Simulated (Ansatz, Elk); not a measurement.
# How far do independent atoms describe CuGe?, part 2 of 2

The structure of CuGe used here is made up (a known structure type with other elements) and was relaxed beforehand with PBEsol. The aim is the Fourier transform of its all-electron density, F(hkl), set beside the sum over free spherical atoms that refinements use.

Elk 11.2.3 (patched build); all-electron DFT.

So far. Step 4 (Another try): Its structure factors differ from the first run's by R = 38.1 %.

The structure was built from a prototype and need not be the compound's stable phase.

## (5) Another functional

Level of this step: DFT, PBEsol, all-electron APW+lo, Dirac cores, scalar-relativistic bands, static density, no spin (Elk).

The difference from free atoms is small, so it is set against the change that PBEsol makes.

elk.in reads:

```
tasks
  0
  195

xctype
  22

spinpol
  .false.

rgkmax
  7.0

gmaxvr
  14.0

lmaxo
  7

lmaxapw
  8

swidth
  0.002

tshift
  .false.

ramdisk
  .false.

hmaxvr
  5.5

maxscl
  120

epspot
  1e-06

sppath
  './'

avec
  7.64011664451 0.00000000000 0.00000000000
  0.00000000000 5.55272819003 0.00000000000
  0.00000000000 0.00000000000 9.43017542189

atoms
  2
  'Ge.in'
  2
  0.7500000000 0.5000000000 0.2869008044   0.000000 0.000000 0.000000
  0.2500000000 0.5000000000 0.7130991956   0.000000 0.000000 0.000000
  'Cu.in'
  2
  0.7500000000 0.0000000000 0.8369966708   0.000000 0.000000 0.000000
  0.2500000000 0.0000000000 0.1630033292   0.000000 0.000000 0.000000

ngridk
  6 8 5
```

The run is started by

```sh
> OMP_NUM_THREADS=4 elk
```

Numbers of over 12 decimals in the logs are rounded to 6 here.

The program printed:

```text
┌─────────────────────────┐
│ Elk code version 11.2.3 │
└─────────────────────────┘

All units are atomic (Hartree, Bohr, etc.)

┌─────────────────────────────────────────────────┐
│ Ground-state run starting from atomic densities │
└─────────────────────────────────────────────────┘

Lattice vectors :
   7.640116645       0.000000000       0.000000000
   0.000000000       5.552728190       0.000000000
   0.000000000       0.000000000       9.430175422

Reciprocal lattice vectors :
  0.8223938978       0.000000000       0.000000000
[...]
species : 2 (Cu)
   atom 1                    :    28.25965394     (  0.1627667342E-03)
   atom 2                    :    28.25965394     (  0.1627667342E-03)
 total in muffin-tins        :    117.5262249
 total calculated charge     :    121.9990477
 total charge                :    122.0000000
 error                       :   0.9522689222E-03

┌──────────────────────────────┐
│ Self-consistent loop stopped │
└──────────────────────────────┘

Warning : core states of species 1 leak from the muffin-tin :   0.3395239880E-03

Warning : core states of species 2 leak from the muffin-tin :   0.1627667342E-03

Wrote STATE.OUT
[key lines of the parts left out:]
total energy                :     -7502.4893990495
```

The job ended after 33 s (4 threads of Arm Neoverse V1, shared host; peak memory 0.18 GiB).

Against the first run R = 0.03 %; the largest change is -0.030 at 020.

## (6) Basis size

The basis and the expansions that go with it are enlarged, to see whether the differences are converged.

Changes to elk.in since step 5:

```diff
@@ -5,3 +5,3 @@
 xctype
-  22
+  20
 
@@ -11,12 +11,12 @@
 rgkmax
-  7.0
+  8.5
 
 gmaxvr
-  14.0
+  18.0
 
 lmaxo
-  7
+  9
 
 lmaxapw
-  8
+  10
```

The run is started by

```sh
> OMP_NUM_THREADS=4 elk
```

The program printed:

```text
┌─────────────────────────┐
│ Elk code version 11.2.3 │
└─────────────────────────┘

All units are atomic (Hartree, Bohr, etc.)

┌─────────────────────────────────────────────────┐
│ Ground-state run starting from atomic densities │
└─────────────────────────────────────────────────┘

Lattice vectors :
   7.640116645       0.000000000       0.000000000
   0.000000000       5.552728190       0.000000000
   0.000000000       0.000000000       9.430175422

Reciprocal lattice vectors :
  0.8223938978       0.000000000       0.000000000
[...]
species : 2 (Cu)
   atom 1                    :    28.26649669     (  0.1595435582E-03)
   atom 2                    :    28.26649669     (  0.1595435582E-03)
 total in muffin-tins        :    117.5493972
 total calculated charge     :    121.9990798
 total charge                :    122.0000000
 error                       :   0.9202315136E-03

┌──────────────────────────────┐
│ Self-consistent loop stopped │
└──────────────────────────────┘

Warning : core states of species 1 leak from the muffin-tin :   0.3343905685E-03

Warning : core states of species 2 leak from the muffin-tin :   0.1595435582E-03

Wrote STATE.OUT
[key lines of the parts left out:]
total energy                :     -7508.2259394619
```

The job ended after 78 s (4 threads; peak memory 0.25 GiB).

Against the first run R = 0.01 %; the largest change is -0.009 at 311.

## (7) A coarser k-mesh

About half the k-points along each axis test the sampling.

Changes to elk.in since step 6:

```diff
@@ -11,12 +11,12 @@
 rgkmax
-  8.5
+  7.0
 
 gmaxvr
-  18.0
+  14.0
 
 lmaxo
-  9
+  7
 
 lmaxapw
-  10
+  8
 
@@ -60,2 +60,2 @@
 ngridk
-  6 8 5
+  3 4 2
```

The run is started by

```sh
> OMP_NUM_THREADS=4 elk
```

The program printed:

```text
┌─────────────────────────┐
│ Elk code version 11.2.3 │
└─────────────────────────┘

All units are atomic (Hartree, Bohr, etc.)

┌─────────────────────────────────────────────────┐
│ Ground-state run starting from atomic densities │
└─────────────────────────────────────────────────┘

Lattice vectors :
   7.640116645       0.000000000       0.000000000
   0.000000000       5.552728190       0.000000000
   0.000000000       0.000000000       9.430175422

Reciprocal lattice vectors :
  0.8223938978       0.000000000       0.000000000
[...]
species : 2 (Cu)
   atom 1                    :    28.25565018     (  0.1592631219E-03)
   atom 2                    :    28.25565018     (  0.1592631219E-03)
 total in muffin-tins        :    117.5273883
 total calculated charge     :    121.9990482
 total charge                :    122.0000000
 error                       :   0.9517703502E-03

┌──────────────────────────────┐
│ Self-consistent loop stopped │
└──────────────────────────────┘

Warning : core states of species 1 leak from the muffin-tin :   0.3347514746E-03

Warning : core states of species 2 leak from the muffin-tin :   0.1592631219E-03

Wrote STATE.OUT
[key lines of the parts left out:]
total energy                :     -7508.1921411882
```

Elapsed: 14 s, on 4 threads; peak memory 0.18 GiB; 34 s of CPU time.

Against the first run R = 0.03 %; the largest change is +0.047 at 010.

## (8) Settings against the effect

| run | R against the first run (%) | R against neutral atoms, low angle (%) | wall time |
| --- | --- | --- | --- |
| PBE, rgkmax 7 | 0.00 | 1.19 | 34 s |
| PBEsol | 0.03 | 1.22 | 33 s |
| rgkmax 8.5 with larger expansions | 0.01 | 1.18 | 78 s |
| k-mesh 3×4×2 | 0.03 | 1.20 | 14 s |

## (9) Summary of results

```
R against neutral atoms, sin θ/λ < 0.3 Å⁻¹ : 1.19 %
R against neutral atoms, 0.3 to 0.74 Å⁻¹   : 0.33 %
```

What this shows: Independent neutral atoms miss the calculated amplitudes by R = 1.19 % below 0.3 Å⁻¹ and 0.33 % from there to 0.74 Å⁻¹; by shells, 0.43 % below 0.15 Å⁻¹ (1 form), 1.20 % 0.15 to 0.3 (10 forms), 0.38 % 0.3 to 0.45 (23 forms), 0.32 % above 0.45 (103 forms). Bonding, aspherical density and the tables' own atoms all enter these figures, and the runs don't part them. The largest change of an amplitude is -1.02 electrons, at 200. The window's part falls from 29.8 electrons at the origin to at most 5.06 between 0.45 and 0.74 Å⁻¹, where compact states inside the window still scatter. Below 0.3 Å⁻¹ the changes that finished (PBEsol, rgkmax 8.5 with larger expansions and k-mesh 3×4×2) move F by R = 0.04 % at most, against the 1.19 % that separates it from free atoms. These runs have no spin, though d or f shells may be open. Part of the difference isn't bonding: the tables are fits to free atoms and ions calculated by other methods than this functional. Thermal motion, anomalous dispersion and extinction are left out.

[Logs are printed without paths, hosts, clocks, repeated set-up lines and the standing remarks that a program may print on its own settings, such as how far it seeks lower states.]

[Hosts, paths, dates, database ids (printed as entryN), source tags and the programs' standing remarks are cut or masked in the printed files.]
